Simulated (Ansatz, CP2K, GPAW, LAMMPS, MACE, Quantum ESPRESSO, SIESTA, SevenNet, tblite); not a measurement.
# From one method to another: forces in amorphous Hg33S25Se8 (66 atoms)

66 atoms (33 Hg, 25 S, 8 Se) placed at random at 7.67 g/cm³, melted at 2500 K for 10 ps at fixed volume with the Stillinger-Weber II-VI potential (Zhou et al., Phys. Rev. B 88, 085309 (2013)). Quenched from 2500 K to 500 K at 30 K/ps and fixed volume, held 5 ps, then minimised at fixed cell.

Two calculations on one geometry. First: Kohn-Sham DFT, PBE, PAW, plane waves (Ansatz 0.2.0; cutoff 420 eV, Γ point, fermi-dirac smearing of 0.05 eV; PAW set soft_2). Second: GFN1-xTB tight binding, diagonalisation; levels smeared at 580 K; periodic xTB differs between programs (tblite 0.8.0; Γ point).

Cell vectors (Å):

```
12.034 0.000 0.000
0.000 12.034 0.000
0.000 0.000 12.034
```

Atom, position (Å) and force of the first calculation (eV/Å):

```
1 Hg 3.713 4.874 4.202 -0.155 0.003 0.079
2 Hg 4.376 5.173 0.911 -0.048 0.299 -0.303
3 Hg 7.049 10.796 2.632 -0.443 0.238 -0.424
4 Hg 1.947 10.265 4.927 0.197 -0.355 0.695
5 Hg 6.937 7.335 7.227 -0.539 0.286 0.099
6 Hg 9.515 1.156 6.638 0.351 0.031 0.109
7 Hg 8.774 9.932 5.615 0.057 0.469 0.388
8 Hg 9.457 5.207 8.464 0.207 -0.346 0.267
9 Hg 1.338 7.317 10.553 0.457 -0.026 -0.447
10 Hg 2.823 10.539 1.599 0.207 -0.294 0.051
11 Hg 10.791 9.520 8.551 0.659 0.098 -0.233
12 Hg 6.036 0.082 5.728 -0.391 0.214 0.486
13 Hg 7.557 4.415 11.243 0.512 -0.607 0.144
14 Hg 0.397 4.291 4.711 0.261 -0.453 -0.366
15 Hg 6.388 3.865 6.238 -0.412 0.016 -0.236
16 Hg 1.369 3.301 0.053 0.026 -0.169 0.213
17 Hg 10.087 0.102 11.654 -0.173 0.261 0.309
18 Hg 10.508 6.983 4.632 0.563 -0.055 -0.023
19 Hg 1.339 0.385 10.824 -0.100 0.295 -0.709
20 Hg 0.585 3.455 8.088 -0.007 -0.451 0.478
21 Hg 3.818 5.665 8.737 -0.271 0.630 0.105
22 Hg 11.133 9.933 2.908 0.098 0.504 0.077
23 Hg 8.684 8.532 0.324 0.110 -0.053 -0.591
24 Hg 3.403 1.320 3.993 -0.532 0.027 0.146
25 Hg 10.754 4.900 1.558 -0.322 0.224 -0.443
26 Hg 7.566 6.373 3.193 -0.276 -0.214 0.063
27 Hg 4.175 1.431 8.943 0.098 -0.065 0.062
28 Hg 6.881 11.636 9.500 -0.325 -0.596 0.009
29 Hg 10.743 1.782 3.475 0.734 -0.681 -0.024
30 Hg 5.187 8.415 0.307 -0.286 -0.017 -0.832
31 Hg 5.153 1.823 0.260 0.581 -0.453 -0.058
32 Hg 7.459 2.822 3.064 -0.114 0.056 -0.200
33 Hg 1.951 7.096 6.136 0.682 0.301 0.144
34 S 1.120 1.755 5.260 0.102 -0.049 -1.183
35 S 5.021 9.694 10.120 0.080 -0.297 0.318
36 S 7.669 11.058 0.040 0.459 -0.633 0.387
37 S 5.820 6.209 5.028 0.263 -0.174 0.189
38 S 0.971 10.326 7.443 0.103 -0.433 0.281
39 S 0.502 4.849 10.258 -0.353 0.393 -0.418
40 S 8.131 0.619 4.238 -0.286 0.439 0.370
41 S 2.538 4.545 6.714 0.190 0.862 -0.631
42 S 3.700 11.843 11.593 0.424 0.229 -0.017
43 S 2.881 8.298 8.635 -0.343 -0.591 -0.014
44 S 9.871 5.787 11.227 -0.099 0.185 -0.032
45 S 8.740 8.775 3.101 -0.089 0.023 0.013
46 S 6.830 6.425 0.742 -0.668 0.562 0.427
47 S 4.881 3.036 2.625 -0.208 0.243 0.406
48 S 4.261 8.679 5.762 -0.770 -0.186 -0.089
49 S 10.416 3.568 6.626 0.207 0.041 0.650
50 S 7.841 2.159 0.557 -0.969 0.755 -0.506
51 S 6.534 10.042 7.252 0.537 0.129 -0.768
52 S 11.144 11.438 5.117 -0.156 -0.185 -0.346
53 S 1.677 1.038 8.254 -0.698 0.016 0.921
54 S 4.450 2.147 6.402 1.173 -0.642 -0.132
55 S 4.537 10.921 3.675 -0.245 0.170 -0.364
56 S 11.080 8.561 10.896 -0.148 0.284 0.782
57 S 10.933 2.302 0.948 0.526 -0.583 0.009
58 S 9.456 4.514 3.815 -0.056 0.296 -0.693
59 Se 1.537 5.102 2.216 -0.448 -0.146 0.541
60 Se 2.551 7.817 0.867 0.686 -0.044 0.278
61 Se 9.641 7.570 7.093 0.009 -0.203 0.070
62 Se 9.526 11.817 8.966 -0.306 0.677 -0.043
63 Se 0.885 7.973 3.674 -0.485 -0.450 0.353
64 Se 3.815 3.658 10.656 -0.136 -0.124 0.365
65 Se 6.520 4.993 8.710 0.580 0.362 0.189
66 Se 0.063 10.381 0.406 -0.280 -0.043 -0.344
```

Q: Give the forces of the second method.

Atom and force (eV/Å):

```
1 -0.085 0.155 0.349
2 -0.529 0.458 -0.052
3 -0.397 0.374 -0.465
4 0.216 -0.288 1.438
5 -1.162 0.832 -0.064
6 0.809 -0.140 0.025
7 0.126 0.446 0.308
8 0.677 -0.045 0.592
9 -0.027 0.059 -0.122
10 -0.089 -0.413 -0.379
11 0.779 0.199 -0.219
12 -0.843 -0.451 0.110
13 0.905 0.029 0.133
14 0.163 -1.132 0.242
15 -0.252 0.136 0.131
16 -0.435 0.103 0.004
17 -0.614 0.725 0.177
18 0.264 -0.039 0.100
19 0.007 -0.114 -0.565
20 0.352 -0.560 0.085
21 -0.214 0.478 0.236
22 0.427 0.308 0.000
23 0.532 -0.499 -0.960
24 -0.470 0.051 0.548
25 -0.080 -0.094 -1.143
26 -0.145 0.063 0.017
27 -0.638 -0.152 -0.388
28 -0.465 -1.364 0.124
29 0.808 -0.930 0.514
30 -0.488 0.425 -1.007
31 0.530 -0.336 0.025
32 0.165 -0.223 -0.488
33 1.266 1.256 0.615
34 -0.128 0.561 -1.548
35 -0.006 -0.296 -0.093
36 0.731 -1.123 0.681
37 0.325 -0.548 0.001
38 0.306 -0.627 0.094
39 0.228 -0.149 -0.535
40 -0.410 0.287 0.253
41 -0.212 1.063 -0.735
42 -0.020 0.698 0.118
43 -0.153 -0.937 0.405
44 -1.183 0.174 0.300
45 -0.011 -0.117 0.158
46 -0.606 -0.084 0.444
47 -0.123 0.355 0.141
48 -1.163 -0.787 -0.387
49 0.147 0.170 0.741
50 -1.102 0.727 -0.123
51 1.231 0.531 -0.654
52 -0.937 -0.349 -0.587
53 -0.136 0.138 1.347
54 1.417 -0.548 -0.350
55 0.152 0.776 -0.344
56 -0.429 0.242 0.345
57 0.718 -0.103 0.279
58 -0.056 0.578 -0.905
59 -0.113 -0.567 0.424
60 1.119 -0.350 0.070
61 -0.360 -0.316 -0.227
62 -0.213 0.457 0.094
63 -0.930 -0.081 0.503
64 0.191 -0.044 0.650
65 0.597 0.444 -0.493
66 0.039 0.509 0.012
```

The two sets differ by 345 meV/Å r.m.s., 87 % of the r.m.s. force of the Ansatz run. Periodic xTB results under one method name differ between programs and library versions. The network of bonds at the start is that of the classical potential that made the cell, and needn't be the one that DFT or experiment would give. The electronic-structure runs sample only Γ, in a cell whose shortest periodic width is 12 Å, which is coarse for a cell with partly filled levels.

[Logs are printed without paths, hosts, clocks, repeated set-up lines and the standing remarks that a program may print on its own settings, such as how far it seeks lower states.]

[Hosts, paths, dates, database ids (printed as entryN), source tags and the programs' standing remarks are cut or masked in the printed files.]
